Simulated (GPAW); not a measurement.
**W2CO2 MXene monolayer: work function by functional and basis**

Wanted: work functions and dipole of W2CO2 MXene monolayer, with the cost of each level.

Calculated with GPAW 26.7.0; GPAW, PAW setups; layer in a repeated cell with vacuum, relaxation of atoms and in-plane cell, in the first sound run; inputs show where later runs differ.

### Step 1. The structure

The cell holds 5 atoms: 2 O, 2 W and 1 C. Its edges and angles: a = 3.125 Å, b = 3.125 Å, c = 18.684 Å, α = 90.0°, β = 90.0°, γ = 120.0°. Vacuum lies along c.

### Step 2. Relaxing the atoms

The atoms are relaxed first, since the surface dipole, and with it the work function, follows the positions of the outer layers.

run.py reads:

```python
import json
import numpy as np
from ase import Atoms
from ase.filters import FrechetCellFilter
from ase.optimize import BFGS
from gpaw import GPAW, PW

slab = Atoms(
    ['O', 'W', 'C', 'W', 'O'],
    positions=[
        [-0.00000, 1.80446, 7.00000],
        [1.56270, 0.90223, 8.10899],
        [0.00000, 0.00000, 9.34220],
        [-0.00000, 1.80446, 10.57540],
        [1.56270, 0.90223, 11.68439]],
    cell=[[3.12541, 0.0, 0.0], [-1.5627, 2.70668, 0.0], [0.0, 0.0, 18.6844]],
    pbc=[True, True, True])

slab.calc = GPAW(mode=PW(600), xc='PBE', kpts={'size': (12, 12, 1), 'gamma': True},
                 occupations={'name': 'fermi-dirac', 'width': 0.05}, nbands='160%',
                 convergence={'density': 1e-05}, maxiter=200,
                 symmetry={'tolerance': 1e-3}, txt='slab.txt')
result = {}
# The in-plane cell is free; stress needs a cell that repeats along all three vectors
path = []
opt = BFGS(FrechetCellFilter(slab, mask=[1, 1, 0, 0, 0, 1]), maxstep=0.2)
opt.attach(lambda: path.append((slab.get_potential_energy(), slab.positions.tolist(), slab.get_forces().tolist())))
result['relaxed'] = bool(opt.run(fmax=0.02, steps=45))
result['path'] = path
result['cell'] = slab.cell.tolist()
print('in-plane lattice', slab.cell.cellpar().round(4)[[0, 1, 5]])
energy = slab.get_potential_energy()
fermi = slab.calc.get_fermi_level()
v = slab.calc.get_electrostatic_potential().mean((0, 1)) - fermi
n = slab.calc.get_pseudo_density().mean((0, 1))
L = slab.cell[2, 2]
z = np.arange(len(v)) * L / len(v)
low, high = slab.positions[:, 2].min(), slab.positions[:, 2].max()
below, above = np.interp([low - 4.8, high + 4.8], z, v)
slopes = [np.interp(x, z, np.gradient(v, z)) for x in (low - 4.8, high + 4.8)]
eps = np.array([[slab.calc.get_eigenvalues(k, s) for k in range(len(slab.calc.get_ibz_k_points()))]
                for s in range(slab.calc.get_number_of_spins())]) - fermi
top, bottom = eps[eps < 0].max(), eps[eps > 0].min()
dipole = slab.get_dipole_moment()[2]
print(f'energy {energy:.4f} eV, Fermi level {fermi:.4f} eV, dipole {dipole:.5f} e A')
print(f'potential 4.8 A off the faces, from the Fermi level: lower {below:.4f} eV, upper {above:.4f} eV')
print(f'slope of the potential there: lower {slopes[0]:.5f}, upper {slopes[1]:.5f} eV/A')
print(f'nearest levels on the mesh: {top:.4f} and {bottom:.4f} eV')
print('magnetic moment', round(slab.get_magnetic_moment(), 3))
result.update(energy=energy, fermi=fermi, dipole=dipole, below=below, above=above, slopes=slopes, edges=[top, bottom],
              z=z.tolist(), v=v.tolist(), n=n.tolist(), positions=slab.positions.tolist(),
              forces=slab.get_forces(apply_constraint=False).tolist(), moments=slab.get_magnetic_moments().tolist())
json.dump(result, open('result.json', 'w'))
```

Launch:

```bash
$ OMP_NUM_THREADS=1 OPENBLAS_NUM_THREADS=1 python run.py
```

What it wrote:

```text
Step          Energy          fmax
BFGS:    0      -46.527354        2.442885
BFGS:    1      -46.710958        1.968666
BFGS:    2      -46.541955        4.526076
BFGS:    3      -46.912081        0.601038
BFGS:    4      -46.935100        0.558323
BFGS:    5      -46.946727        0.331352
BFGS:    6      -46.950797        0.170951
BFGS:    7      -46.954859        0.176858
BFGS:    8      -46.958853        0.146186
BFGS:    9      -46.966937        0.156540
BFGS:   10      -46.969869        0.075712
BFGS:   11      -46.970637        0.011402
in-plane lattice [  3.095   3.095 120.   ]
energy -46.9651 eV, Fermi level 0.4128 eV, dipole -0.00006 e A
potential 4.8 A off the faces, from the Fermi level: lower 5.8046 eV, upper 5.8053 eV
slope of the potential there: lower -0.00059, upper 0.00028 eV/A
nearest levels on the mesh: -0.2234 and 0.0333 eV
magnetic moment 0.0
```

Elapsed: 15 min, on 1 thread of Arm Neoverse V1, shared host; peak memory 0.47 GiB.

Numbers from this step:

```
dipole along the normal                    : -5.93e-5 e·Å
levels nearest the Fermi level on the mesh : -0.2234, 0.03325 eV from the Fermi level
```

Table of electrostatic potential energy of an electron (without an applied field's), less the Fermi level, planar mean by z:

```tsv
z (Å)	electrostatic potential energy of an electron (without an applied field's), less the Fermi level, planar mean (eV)
0	5.81
1	5.81
2	5.80
3	5.80
4	5.80
5	5.79
6	5.34
7	-9.78
8	-23.3
9	-12.9
10	-17.6
11	-13.9
12	-0.307
13	5.66
14	5.80
15	5.80
16	5.81
17	5.81
18	5.81
```

The pseudo valence density, planar mean oscillates, so the rows of the table below give means over windows of 1.21 Å about each position, cut where the curve ends. Its maxima inside the range that stand out by 2 % of the span (Å: e/Å³): 7.1: 0.925, 8.3: 1.58, 10.4: 1.58, 11.6: 0.925. Its minima: 7.6: 0.731, 9.3: 0.697, 11.1: 0.731.

Pseudo valence density, planar mean against z; means over each step:

```tsv
z (Å)	pseudo valence density, planar mean (e/Å³)
4.23	1.2e-4
5.45	0.00960
6.65	0.468
7.87	1.11
9.07	0.798
10.29	1.16
11.50	0.756
12.71	0.0748
13.91	8.1e-4
15.12	1.3e-5
```

The relaxation lowered the energy of the cell by 0.453 eV (energies extrapolated to zero smearing; the optimiser's log prints free energies). The largest force left on a free atom is 0.011 eV/Å.

### Step 3. Plane waves, PBE

With the geometry fixed, the planar mean of the potential gives the vacuum level on each side.

This step: GPAW, PAW setups; slab in vacuum (GPAW 26.7.0).

The cell differs from the one that the last finished run ended in (c 18.684 → 18.502 Å).

Edit run.py of step 2 so:

```diff
@@ -3,4 +3,2 @@
 from ase import Atoms
-from ase.filters import FrechetCellFilter
-from ase.optimize import BFGS
 from gpaw import GPAW, PW
@@ -10,23 +8,16 @@
     positions=[
-        [-0.00000, 1.80446, 7.00000],
-        [1.56270, 0.90223, 8.10899],
-        [0.00000, 0.00000, 9.34220],
-        [-0.00000, 1.80446, 10.57540],
-        [1.56270, 0.90223, 11.68439]],
-    cell=[[3.12541, 0.0, 0.0], [-1.5627, 2.70668, 0.0], [0.0, 0.0, 18.6844]],
-    pbc=[True, True, True])
+        [0.00000, 1.78692, 7.00000],
+        [1.54751, 0.89346, 8.14105],
+        [0.00000, 0.00000, 9.25097],
+        [0.00000, 1.78692, 10.36087],
+        [1.54751, 0.89346, 11.50192]],
+    cell=[[3.09503, 0.0, 0.0], [-1.54751, 2.68037, 0.0], [0.0, 0.0, 18.5019]],
+    pbc=[True, True, False])
 
-slab.calc = GPAW(mode=PW(600), xc='PBE', kpts={'size': (12, 12, 1), 'gamma': True},
+slab.calc = GPAW(mode=PW(500), xc='PBE', kpts={'size': (12, 12, 1), 'gamma': True},
                  occupations={'name': 'fermi-dirac', 'width': 0.05}, nbands='160%',
                  convergence={'density': 1e-05}, maxiter=200,
+                 poissonsolver={'dipolelayer': 'xy'},
                  symmetry={'tolerance': 1e-3}, txt='slab.txt')
 result = {}
-# The in-plane cell is free; stress needs a cell that repeats along all three vectors
-path = []
-opt = BFGS(FrechetCellFilter(slab, mask=[1, 1, 0, 0, 0, 1]), maxstep=0.2)
-opt.attach(lambda: path.append((slab.get_potential_energy(), slab.positions.tolist(), slab.get_forces().tolist())))
-result['relaxed'] = bool(opt.run(fmax=0.02, steps=45))
-result['path'] = path
-result['cell'] = slab.cell.tolist()
-print('in-plane lattice', slab.cell.cellpar().round(4)[[0, 1, 5]])
 energy = slab.get_potential_energy()
```

What it wrote:

```text
energy -46.2781 eV, Fermi level 0.4795 eV, dipole 0.00041 e A
potential 4.8 A off the faces, from the Fermi level: lower 5.8044 eV, upper 5.7970 eV
slope of the potential there: lower 0.00002, upper -0.00002 eV/A
nearest levels on the mesh: -0.2230 and 0.0332 eV
magnetic moment 0.0
```

Wall time 55 s (1 thread); peak memory 0.23 GiB.

Numbers from this step:

```yaml
dipole_along_the_normal: 4.12e-4 e·Å
levels_nearest_the_fermi_level_on_the_mesh: -0.2230, 0.03319 eV from the Fermi level
upper_work_function: 5.797 eV
lower_work_function: 5.804 eV
```

Electrostatic potential energy of an electron (without an applied field's), less the Fermi level, planar mean against z:

```tsv
z (Å)	electrostatic potential energy of an electron (without an applied field's), less the Fermi level, planar mean (eV)
0.0	5.80
0.5	5.81
1.0	5.80
1.5	5.80
2.0	5.80
2.5	5.80
3.0	5.80
3.5	5.80
4.0	5.80
4.5	5.80
5.0	5.78
5.5	5.69
6.0	5.14
6.5	1.47
7.0	-11.4
7.5	-11.9
8.0	-25.4
8.5	-20.3
9.0	-13.4
9.5	-13.4
10.0	-20.2
10.5	-25.5
11.0	-11.9
11.5	-11.4
12.0	1.43
12.5	5.13
13.0	5.69
13.5	5.78
14.0	5.79
14.5	5.79
15.0	5.80
15.5	5.80
16.0	5.80
16.5	5.80
17.0	5.80
17.5	5.80
18.0	5.80
```

The pseudo valence density, planar mean oscillates, so the rows of the table below give means over windows of 0.96 Å about each position, cut where the curve ends. Its maxima inside the range that stand out by 2 % of the span (Å: e/Å³): 7.13: 0.904, 8.09: 1.59, 10.41: 1.59, 11.37: 0.904. Its minima: 7.52: 0.731, 9.25: 0.697, 10.99: 0.731.

Table of pseudo valence density, planar mean by z; means over each step:

```tsv
z (Å)	pseudo valence density, planar mean (e/Å³)
3.36	8.5e-6
4.32	1.9e-4
5.28	0.00578
6.24	0.207
7.20	0.815
8.16	1.26
9.12	0.726
10.08	1.17
11.04	0.905
12.00	0.411
12.96	0.0161
13.92	4.8e-4
14.88	1.9e-5
```

Force by atom:

```tsv
atom	x (eV/Å)	y (eV/Å)	z (eV/Å)	size
O1	0.0000	0.0000	-0.0743	0.0743
W2	0.0000	0.0000	0.0278	0.0278
C3	0.0000	0.0000	0.0000	0.0000
W4	0.0000	0.0000	-0.0278	0.0278
O5	0.0000	0.0000	0.0743	0.0743
```

The potential is flat to 1.6e-5 eV/Å where it is read, so the vacuum is wide enough.

### Step 4. Self-consistent run: xc = "RPBE"

The same geometry under RPBE, to see how far the functional moves the levels against the vacuum.

Edit run.py of step 3 so:

```diff
@@ -16,3 +16,3 @@
 
-slab.calc = GPAW(mode=PW(500), xc='PBE', kpts={'size': (12, 12, 1), 'gamma': True},
+slab.calc = GPAW(mode=PW(500), xc='RPBE', kpts={'size': (12, 12, 1), 'gamma': True},
                  occupations={'name': 'fermi-dirac', 'width': 0.05}, nbands='160%',
```

What it wrote:

```text
energy -43.9734 eV, Fermi level 0.6150 eV, dipole 0.00041 e A
potential 4.8 A off the faces, from the Fermi level: lower 5.6594 eV, upper 5.6520 eV
slope of the potential there: lower 0.00001, upper -0.00001 eV/A
nearest levels on the mesh: -0.2243 and 0.0336 eV
magnetic moment 0.0
```

Run time: 57 s. Hardware: 1 thread; peak memory 0.23 GiB.

This step gave:

| Item | Value |
| --- | --- |
| levels nearest the Fermi level on the mesh | -0.2243, 0.03359 eV from the Fermi level |
| upper work function | 5.652 eV |
| lower work function | 5.659 eV |

Electrostatic potential energy of an electron (without an applied field's), less the Fermi level, planar mean against z:

```tsv
z (Å)	electrostatic potential energy of an electron (without an applied field's), less the Fermi level, planar mean (eV)
0	5.66
1	5.66
2	5.66
3	5.66
4	5.66
5	5.64
6	4.99
7	-11.5
8	-25.5
9	-13.5
10	-20.3
11	-12.0
12	1.29
13	5.54
14	5.65
15	5.65
16	5.65
17	5.65
18	5.65
```

The pseudo valence density, planar mean oscillates, so the rows of the table below give means over windows of 0.96 Å about each position, cut where the curve ends. Its maxima inside the range that stand out by 2 % of the span (Å: e/Å³): 7.13: 0.903, 8.09: 1.60, 10.41: 1.60, 11.37: 0.903. Its minima: 7.52: 0.731, 9.25: 0.696, 10.99: 0.731.

Table of pseudo valence density, planar mean by z; means over each step:

```tsv
z (Å)	pseudo valence density, planar mean (e/Å³)
3.36	9.2e-6
4.32	2.0e-4
5.28	0.00580
6.24	0.207
7.20	0.815
8.16	1.26
9.12	0.726
10.08	1.17
11.04	0.905
12.00	0.410
12.96	0.0160
13.92	5.0e-4
14.88	2.1e-5
```

Force by atom:

```tsv
atom	x (eV/Å)	y (eV/Å)	z (eV/Å)	size
O1	0.000	0.000	-0.383	0.383
W2	0.000	0.000	0.022	0.022
C3	0.000	0.000	0.000	0.000
W4	0.000	0.000	-0.022	0.022
O5	0.000	0.000	0.383	0.383
```

The upper face's work function is 5.652 eV, against 5.797 eV in the first plane-wave PBE run at this geometry.

### Step 5. Self-consistent run: xc = "vdW-DF2"

The same geometry under vdW-DF2, to see how far the functional moves the levels against the vacuum (the van der Waals functionals take revPBE setups).

Edit run.py of step 4 so:

```diff
@@ -16,3 +16,3 @@
 
-slab.calc = GPAW(mode=PW(500), xc='RPBE', kpts={'size': (12, 12, 1), 'gamma': True},
+slab.calc = GPAW(mode=PW(500), xc='vdW-DF2', kpts={'size': (12, 12, 1), 'gamma': True},
                  occupations={'name': 'fermi-dirac', 'width': 0.05}, nbands='160%',
```

What it wrote:

```text
energy -372.0699 eV, Fermi level 0.1463 eV, dipole 0.00041 e A
potential 4.8 A off the faces, from the Fermi level: lower 6.3317 eV, upper 6.3243 eV
slope of the potential there: lower -0.00009, upper 0.00009 eV/A
nearest levels on the mesh: -0.2276 and 0.0388 eV
magnetic moment 0.0
```

Run time: 65 s. Hardware: 1 thread; peak memory 0.36 GiB.

Numbers from this step:

| Item | Value |
| --- | --- |
| levels nearest the Fermi level on the mesh | -0.2276, 0.03883 eV from the Fermi level |
| upper work function | 6.324 eV |
| lower work function | 6.332 eV |

The electrostatic potential energy of an electron (without an applied field's), less the Fermi level, planar mean by z:

z (Å), electrostatic potential energy of an electron (without an applied field's), less the Fermi level, planar mean (eV) and a bar from the least value:
```
        0        6.3 ##############################
        1        6.3 ##############################
        2        6.3 ##############################
        3        6.3 ##############################
        4        6.3 ##############################
        5        6.3 ##############################
        6        5.6 #############################
        7      -11.2 ##############
        8      -25.7 
        9      -13.5 ###########
       10      -20.4 #####
       11      -12.0 #############
       12        1.7 ##########################
       13        6.2 ##############################
       14        6.3 ##############################
       15        6.3 ##############################
       16        6.3 ##############################
       17        6.3 ##############################
       18        6.3 ##############################
```

The upper face's work function is 6.324 eV, against 5.797 eV in the first plane-wave PBE run at this geometry.

### Step 6. Self-consistent run: xc = "LDA"

The same geometry under LDA, to see how far the functional moves the levels against the vacuum.

Edit run.py of step 5 so:

```diff
@@ -16,3 +16,3 @@
 
-slab.calc = GPAW(mode=PW(500), xc='vdW-DF2', kpts={'size': (12, 12, 1), 'gamma': True},
+slab.calc = GPAW(mode=PW(500), xc='LDA', kpts={'size': (12, 12, 1), 'gamma': True},
                  occupations={'name': 'fermi-dirac', 'width': 0.05}, nbands='160%',
```

What it wrote:

```text
energy -51.4531 eV, Fermi level 0.0906 eV, dipole 0.00041 e A
potential 4.8 A off the faces, from the Fermi level: lower 6.1952 eV, upper 6.1878 eV
slope of the potential there: lower 0.00002, upper -0.00002 eV/A
nearest levels on the mesh: -0.2185 and 0.0305 eV
magnetic moment 0.0
```

The job ended after 56 s (1 thread; peak memory 0.23 GiB).

This step gave:

```yaml
dipole_along_the_normal: 4.13e-4 e·Å
levels_nearest_the_fermi_level_on_the_mesh: -0.2185, 0.03052 eV from the Fermi level
upper_work_function: 6.188 eV
lower_work_function: 6.195 eV
```

The upper face's work function is 6.188 eV, against 5.797 eV in the first plane-wave PBE run at this geometry.

### Step 7. Self-consistent run: xc = "revPBE"

The same geometry under revPBE, to see how far the functional moves the levels against the vacuum.

Edit run.py of step 6 so:

```diff
@@ -16,3 +16,3 @@
 
-slab.calc = GPAW(mode=PW(500), xc='LDA', kpts={'size': (12, 12, 1), 'gamma': True},
+slab.calc = GPAW(mode=PW(500), xc='revPBE', kpts={'size': (12, 12, 1), 'gamma': True},
                  occupations={'name': 'fermi-dirac', 'width': 0.05}, nbands='160%',
```

What it wrote:

```text
energy -44.3453 eV, Fermi level 0.5991 eV, dipole 0.00041 e A
potential 4.8 A off the faces, from the Fermi level: lower 5.6678 eV, upper 5.6604 eV
slope of the potential there: lower 0.00002, upper -0.00001 eV/A
nearest levels on the mesh: -0.2240 and 0.0334 eV
magnetic moment 0.0
```

Wall time 55 s (1 thread); peak memory 0.23 GiB.

Numbers from this step:

```yaml
dipole_along_the_normal: 4.12e-4 e·Å
levels_nearest_the_fermi_level_on_the_mesh: -0.2240, 0.03335 eV from the Fermi level
upper_work_function: 5.660 eV
lower_work_function: 5.668 eV
```

Table of electrostatic potential energy of an electron (without an applied field's), less the Fermi level, planar mean by z:

```tsv
z (Å)	electrostatic potential energy of an electron (without an applied field's), less the Fermi level, planar mean (eV)
0	5.66
1	5.67
2	5.67
3	5.67
4	5.67
5	5.65
6	5.01
7	-11.5
8	-25.5
9	-13.5
10	-20.3
11	-12.0
12	1.32
13	5.55
14	5.65
15	5.66
16	5.66
17	5.66
18	5.66
```

The upper face's work function is 5.660 eV, against 5.797 eV in the first plane-wave PBE run at this geometry.

### Step 8. OptPBE vdW: xc = "optPBE-vdW"

The same geometry under optPBE-vdW, to see how far the functional moves the levels against the vacuum (the van der Waals functionals take revPBE setups).

Edit run.py of step 7 so:

```diff
@@ -16,3 +16,3 @@
 
-slab.calc = GPAW(mode=PW(500), xc='revPBE', kpts={'size': (12, 12, 1), 'gamma': True},
+slab.calc = GPAW(mode=PW(500), xc='optPBE-vdW', kpts={'size': (12, 12, 1), 'gamma': True},
                  occupations={'name': 'fermi-dirac', 'width': 0.05}, nbands='160%',
```

What it wrote:

```text
energy -85.7047 eV, Fermi level 0.2578 eV, dipole 0.00041 e A
potential 4.8 A off the faces, from the Fermi level: lower 6.0989 eV, upper 6.0914 eV
slope of the potential there: lower 0.00002, upper -0.00001 eV/A
nearest levels on the mesh: -0.2229 and 0.0345 eV
magnetic moment 0.0
```

Run time: 70 s. Hardware: 1 thread; peak memory 0.36 GiB.

This step gave:

| Item | Value |
| --- | --- |
| levels nearest the Fermi level on the mesh | -0.2229, 0.03450 eV from the Fermi level |
| upper work function | 6.091 eV |
| lower work function | 6.099 eV |

The upper face's work function is 6.091 eV, against 5.797 eV in the first plane-wave PBE run at this geometry.

### Step 9. Real-space grid: mode = "fd"

A real-space grid is a second complete basis, so it checks the plane-wave result.

Edit run.py of step 8 so:

```diff
@@ -3,3 +3,3 @@
 from ase import Atoms
-from gpaw import GPAW, PW
+from gpaw import GPAW
 
@@ -16,3 +16,3 @@
 
-slab.calc = GPAW(mode=PW(500), xc='optPBE-vdW', kpts={'size': (12, 12, 1), 'gamma': True},
+slab.calc = GPAW(mode='fd', h=0.18, xc='PBE', kpts={'size': (12, 12, 1), 'gamma': True},
                  occupations={'name': 'fermi-dirac', 'width': 0.05}, nbands='160%',
```

What it wrote:

```text
energy -47.4022 eV, Fermi level -5.8096 eV, dipole 0.00037 e A
potential 4.8 A off the faces, from the Fermi level: lower 5.8133 eV, upper 5.8058 eV
slope of the potential there: lower -0.00001, upper 0.00001 eV/A
nearest levels on the mesh: -0.2231 and 0.0332 eV
magnetic moment 0.0
```

Run time: 2.6 min. Hardware: 1 thread; peak memory 0.61 GiB.

This step gave:

| Property | Result |
| --- | --- |
| dipole along the normal | 3.66e-4 e·Å |
| levels nearest the Fermi level on the mesh | -0.2231, 0.03317 eV from the Fermi level |
| upper work function | 5.806 eV |
| lower work function | 5.813 eV |

The upper face's work function is 5.806 eV, against 5.797 eV in the first plane-wave PBE run at this geometry.

(Part 1 of 2 ends here.)

[Logs are printed without paths, hosts, clocks, repeated set-up lines and the standing remarks that a program may print on its own settings, such as how far it seeks lower states.]

[Hosts, paths, dates, database ids (printed as entryN), source tags and the programs' standing remarks are cut or masked in the printed files.]
